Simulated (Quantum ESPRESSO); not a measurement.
# MnO2: parallel and opposed starts

Aim: find out which collinear order of MnO2 costs least.

Method: PBEsol with U = 3.2 eV on Mn d (ortho-atomic projectors); plane waves with GBRV 1.5 PBEsol potentials, no spin-orbit coupling, in Quantum ESPRESSO 7.5.

## (1) The structure

It takes space group Pnnm (No. 58, orthorhombic). The conventional cell has a = 4.331 Å, b = 4.462 Å, c = 2.862 Å, α = 90.00°, β = 90.00°, γ = 90.00°. Nearest to Mn lie 6 O at 1.88 to 1.90 Å. Nearest to O lie 3 Mn at 1.88 to 1.90 Å. Farther neighbours and most contacts between anions are not listed.

The cell comes from Materials Project 2023-11-01, a database of computed structures, and need not be the stable phase.

## (2) Start 1: ferro ++

The signs are those of the starting moments on the seeded atoms, the atoms that are given a moment.

pw.in

```
&CONTROL
  calculation = 'scf'
  prefix = 'pwscf'
  outdir = './tmp'
  pseudo_dir = './pseudo'
  disk_io = 'nowf'
/
&SYSTEM
  ibrav = 0
  celldm(1) = 8
  nat = 6
  ntyp = 2
  ecutwfc = 40
  ecutrho = 280
  nbnd = 42
  occupations = 'smearing'
  smearing = 'fd'
  degauss = 0.00734986
  nspin = 2
  starting_magnetization(1) = 0.3
  starting_magnetization(2) = 0
/
&ELECTRONS
  conv_thr = 1.2d-08
  electron_maxstep = 150
  mixing_beta = 0.3
/
ATOMIC_SPECIES
Mn     54.9380 mn_pbesol_v1.5.uspp.F.UPF
O      15.9990 o_pbesol_v1.2.uspp.F.UPF
CELL_PARAMETERS alat
   1.0229503181482    0.0000000000000    0.0000000000000
   0.0000000000000    1.0540686035934    0.0000000000000
   0.0000000000000    0.0000000000000    0.6761621487619
ATOMIC_POSITIONS crystal
Mn      0.0000000000    0.0000000000    0.0000000000
Mn      0.5000000000    0.5000000000    0.5000000000
O       0.7860076400    0.1770373300    0.5000000000
O       0.7139923600    0.6770373300    0.0000000000
O       0.2860076400    0.3229626700    0.0000000000
O       0.2139923600    0.8229626700    0.5000000000
K_POINTS automatic
8 8 8 0 0 0
HUBBARD {ortho-atomic}
U Mn-3d 3.2000
```

The run is started by

```bash
> OMP_NUM_THREADS=1 mpirun -n 2 pw.x -nk 2 -in pw.in > pw.out
```

What it wrote:

```text
Program PWSCF v.7.5 starts

     Message from routine setup:
     using ibrav=0 with symmetry is DISCOURAGED, use correct ibrav instead

     K-points division:     npool     =       2
     Subspace diagonalization in iterative solution of the eigenvalue problem:

     G-vector sticks info
     --------------------
     sticks:   dense  smooth     PW     G-vecs:    dense   smooth      PW
     Sum        1543     877    285                29571    12761    2277

     Using Slab Decomposition

     bravais-lattice index     =            0
     lattice parameter (alat)  =       8.0000  a.u.
     unit-cell volume          =     373.2882 (a.u.)^3
     number of atoms/cell      =            6
     number of atomic types    =            2
     number of electrons       =        54.00
     number of Kohn-Sham states=           42
     kinetic-energy cutoff     =      40.0000  Ry
     charge density cutoff     =     280.0000  Ry
     scf convergence threshold =      1.2E-08
     mixing beta               =       0.3000
     number of iterations used =            8  plain     mixing
     Exchange-correlation= SLA  PW   PSX  PSC
                           (   1   4  10   8   0   0   0)
     Hubbard projectors: ortho-atomic
     Hubbard parameters of DFT+U (Dudarev formulation) in eV:
     U(Mn-3d) =  3.2000

     Internal variables: lda_plus_u =T, lda_plus_u_kind = 0

     Internal variables: orbital_resolved =F, hub_pot_fix =F, apply_U = F

     celldm(1)=   8.000000  celldm(2)=   0.000000  celldm(3)=   0.000000
     celldm(4)=   0.000000  celldm(5)=   0.000000  celldm(6)=   0.000000

     crystal axes: (cart. coord. in units of alat)
               a(1) = (   1.022950   0.000000   0.000000 )
               a(2) = (   0.000000   1.054069   0.000000 )
               a(3) = (   0.000000   0.000000   0.676162 )

     reciprocal axes: (cart. coord. in units 2 pi/alat)
               b(1) = (  0.977565  0.000000  0.000000 )
               b(2) = (  0.000000  0.948705  0.000000 )
               b(3) = (  0.000000  0.000000  1.478935 )

     PseudoPot. # 1 for Mn read from file:
     mn_pbesol_v1.5.uspp.F.UPF
     Pseudo is Ultrasoft + core correction, Zval = 15.0
     Generated by new atomic code, or converted to UPF format
     Using radial grid of  859 points,  6 beta functions with:
                l(1) =   0
                l(2) =   0
                l(3) =   1
                l(4) =   1
                l(5) =   2
                l(6) =   2
     Q(r) pseudized with  8 coefficients,  rinner =    0.950   0.950   0.950
                                                       0.950   0.950

     PseudoPot. # 2 for O  read from file:
     o_pbesol_v1.2.uspp.F.UPF
     Pseudo is Ultrasoft + core correction, Zval =  6.0
     Generated by new atomic code, or converted to UPF format
     Using radial grid of  737 points,  5 beta functions with:
                l(1) =   0
                l(2) =   0
                l(3) =   1
                l(4) =   1
                l(5) =   2
     Q(r) pseudized with  8 coefficients,  rinner =    0.900   0.900   0.900
                                                       0.900   0.900

     atomic species   valence    mass     pseudopotential
     Mn               15.00    54.93800     Mn( 1.00)
     O                 6.00    15.99900     O ( 1.00)

     Starting magnetic structure
     atomic species   magnetization
     Mn              0.300
     O               0.000

      8 Sym. Ops., with inversion, found ( 4 have fractional translation)

   Cartesian axes

     site n.     atom                  positions (alat units)
         1        Mn     tau(   1) = (   0.0000000   0.0000000   0.0000000  )
         2        Mn     tau(   2) = (   0.5114752   0.5270343   0.3380811  )
         3        O      tau(   3) = (   0.8040468   0.1866095   0.3380811  )
         4        O      tau(   4) = (   0.7303787   0.7136438   0.0000000  )
         5        O      tau(   5) = (   0.2925716   0.3404248   0.0000000  )
         6        O      tau(   6) = (   0.2189036   0.8674591   0.3380811  )

     number of k points=   125  Fermi-Dirac smearing, width (Ry)=  0.0073

     Number of k-points >= 100: set verbosity='high' to print them.

     Dense  grid:    29571 G-vectors     FFT dimensions: (  48,  48,  30)

     Smooth grid:    12761 G-vectors     FFT dimensions: (  36,  36,  24)

     Check: negative core charge=   -0.000046
     Generating pointlists ...
     new r_m :   0.1831 (alat units)  1.4648 (a.u.) for type    1
     new r_m :   0.1831 (alat units)  1.4648 (a.u.) for type    2

     Initial potential from superposition of free atoms

     starting charge      52.9998, renormalised to      54.0000

     STARTING HUBBARD OCCUPATIONS:

     =================== HUBBARD OCCUPATIONS ===================
     ------------------------ ATOM    1 ------------------------
     Tr[ns(  1)] (up, down, total) =   5.00000  0.00000  5.00000
     Atomic magnetic moment for atom   1 =   5.00000
     [... lines left out ...]
     ------------------------ ATOM    2 ------------------------
     Tr[ns(  2)] (up, down, total) =   5.00000  0.00000  5.00000
     Atomic magnetic moment for atom   2 =   5.00000
     [... lines left out ...]
     Number of occupied Hubbard levels =   10.0000

     Atomic wfc used for Hubbard projectors are orthogonalized

     Starting wfcs are   42 randomized atomic wfcs

     Self-consistent Calculation

     iteration #  1     ecut=    40.00 Ry     beta= 0.30
     Davidson diagonalization with overlap
     ethr =  1.00E-02,  avg # of iterations =  5.2

     =================== HUBBARD OCCUPATIONS ===================
     ------------------------ ATOM    1 ------------------------
     Tr[ns(  1)] (up, down, total) =   3.55304  0.37693  3.92997
     Atomic magnetic moment for atom   1 =   3.17611
     [... lines left out ...]
     ------------------------ ATOM    2 ------------------------
     Tr[ns(  2)] (up, down, total) =   3.55304  0.37693  3.92997
     Atomic magnetic moment for atom   2 =   3.17611
     [... lines left out ...]
     Number of occupied Hubbard levels =    7.8599

     total energy              =    -549.95597456 Ry
     estimated scf accuracy    <       4.37027167 Ry

     total magnetization       =     6.00 Bohr mag/cell
     absolute magnetization    =     6.72 Bohr mag/cell

     iteration #  2     ecut=    40.00 Ry     beta= 0.30
     Davidson diagonalization with overlap
     ethr =  8.09E-03,  avg # of iterations =  1.5

     total energy              =    -550.72100649 Ry
     estimated scf accuracy    <       0.84037437 Ry

     total magnetization       =     6.13 Bohr mag/cell
     absolute magnetization    =     7.09 Bohr mag/cell

     iteration #  3     ecut=    40.00 Ry     beta= 0.30
     Davidson diagonalization with overlap
     ethr =  1.56E-03,  avg # of iterations =  1.1

     negative rho (up, down):  0.000E+00 1.982E-04

     total energy              =    -550.83508738 Ry
     estimated scf accuracy    <       0.18975116 Ry

     total magnetization       =     6.00 Bohr mag/cell
     absolute magnetization    =     6.86 Bohr mag/cell

     [... further iterations left out ...]

     iteration # 12     ecut=    40.00 Ry     beta= 0.30
     Davidson diagonalization with overlap
     ethr =  3.55E-09,  avg # of iterations =  1.2

     negative rho (up, down):  0.000E+00 2.454E-04

     total energy              =    -550.91613679 Ry
     estimated scf accuracy    <       0.00000060 Ry

     total magnetization       =     6.00 Bohr mag/cell
     absolute magnetization    =     6.73 Bohr mag/cell

     iteration # 13     ecut=    40.00 Ry     beta= 0.30
     Davidson diagonalization with overlap
     ethr =  1.12E-09,  avg # of iterations =  2.0

     negative rho (up, down):  0.000E+00 2.461E-04

     total energy              =    -550.91613742 Ry
     estimated scf accuracy    <       0.00000018 Ry

     total magnetization       =     6.00 Bohr mag/cell
     absolute magnetization    =     6.73 Bohr mag/cell

     iteration # 14     ecut=    40.00 Ry     beta= 0.30
     Davidson diagonalization with overlap
     ethr =  3.26E-10,  avg # of iterations =  1.0

     negative rho (up, down):  0.000E+00 2.459E-04

     total energy              =    -550.91613751 Ry
     estimated scf accuracy    <       0.00000002 Ry

     total magnetization       =     6.00 Bohr mag/cell
     absolute magnetization    =     6.73 Bohr mag/cell

     iteration # 15     ecut=    40.00 Ry     beta= 0.30
     Davidson diagonalization with overlap
     ethr =  4.27E-11,  avg # of iterations =  2.0

     negative rho (up, down):  0.000E+00 2.458E-04

     Magnetic moment per site  (integrated on atomic sphere of radius R)
     atom   1 (R=0.183)  charge= 11.6214  magn=  2.6555
     atom   2 (R=0.183)  charge= 11.6214  magn=  2.6555
     atom   3 (R=0.183)  charge=  5.2105  magn= -0.0462
     atom   4 (R=0.183)  charge=  5.2105  magn= -0.0462
     atom   5 (R=0.183)  charge=  5.2105  magn= -0.0462
     atom   6 (R=0.183)  charge=  5.2105  magn= -0.0462

     End of self-consistent calculation

     =================== HUBBARD OCCUPATIONS ===================
     ------------------------ ATOM    1 ------------------------
     Tr[ns(  1)] (up, down, total) =   4.04209  0.98677  5.02887
     Atomic magnetic moment for atom   1 =   3.05532
     [... lines left out ...]
     ------------------------ ATOM    2 ------------------------
     Tr[ns(  2)] (up, down, total) =   4.04209  0.98677  5.02887
     Atomic magnetic moment for atom   2 =   3.05532
     [... lines left out ...]
     Number of occupied Hubbard levels =   10.0577

     Number of k-points >= 100: set verbosity='high' to print the bands.

     the Fermi energy is    10.5750 ev

!    total energy              =    -550.91613758 Ry
     estimated scf accuracy    <          2.1E-09 Ry
     smearing contrib. (-TS)   =      -0.00148353 Ry
     internal energy E=F+TS    =    -550.91465405 Ry

     The total energy is F=E-TS. E is the sum of the following terms:
     one-electron contribution =    -260.22232383 Ry
     hartree contribution      =     157.34688519 Ry
     xc contribution           =     -81.28607579 Ry
     ewald contribution        =    -367.05426134 Ry
     Hubbard energy            =       0.30112171 Ry

     total magnetization       =     6.00 Bohr mag/cell
     absolute magnetization    =     6.73 Bohr mag/cell

     convergence has been achieved in  15 iterations

=------------------------------------------------------------------------------=
   JOB DONE.
=------------------------------------------------------------------------------=
```

Elapsed: 2.7 min, on 2 MPI ranks of Intel Xeon Platinum 8488C (Sapphire Rapids), shared host; peak memory 0.52 GiB.

Spin moment in the atom's sphere by atom:

```csv
atom,spin moment in the atom's sphere (μB)
Mn1,2.66
Mn2,2.66
O3,-0.05
O4,-0.05
O5,-0.05
O6,-0.05
```

Numbers from this step:

| Item | Value |
| --- | --- |
| smearing term TS | 0.02018 eV |
| magnetization | 6.004 μB |
| absolute magnetization | 6.729 μB |
| final state | ferromagnetic |

(Continued in part 2 of 2.)

[Logs and program files are shortened in this print: banners, set-up blocks, solver, clock and traceback lines can be left out without a mark of their own.]

[Logs are printed without paths, hosts, clocks, repeated set-up lines and the standing remarks that a program may print on its own settings, such as how far it seeks lower states.]

[Hosts, paths, dates, database ids (printed as entryN), source tags and the programs' standing remarks are cut or masked in the printed files.]

[Where a cell is said to come from a database of computed structures, the database is the Materials Project.]
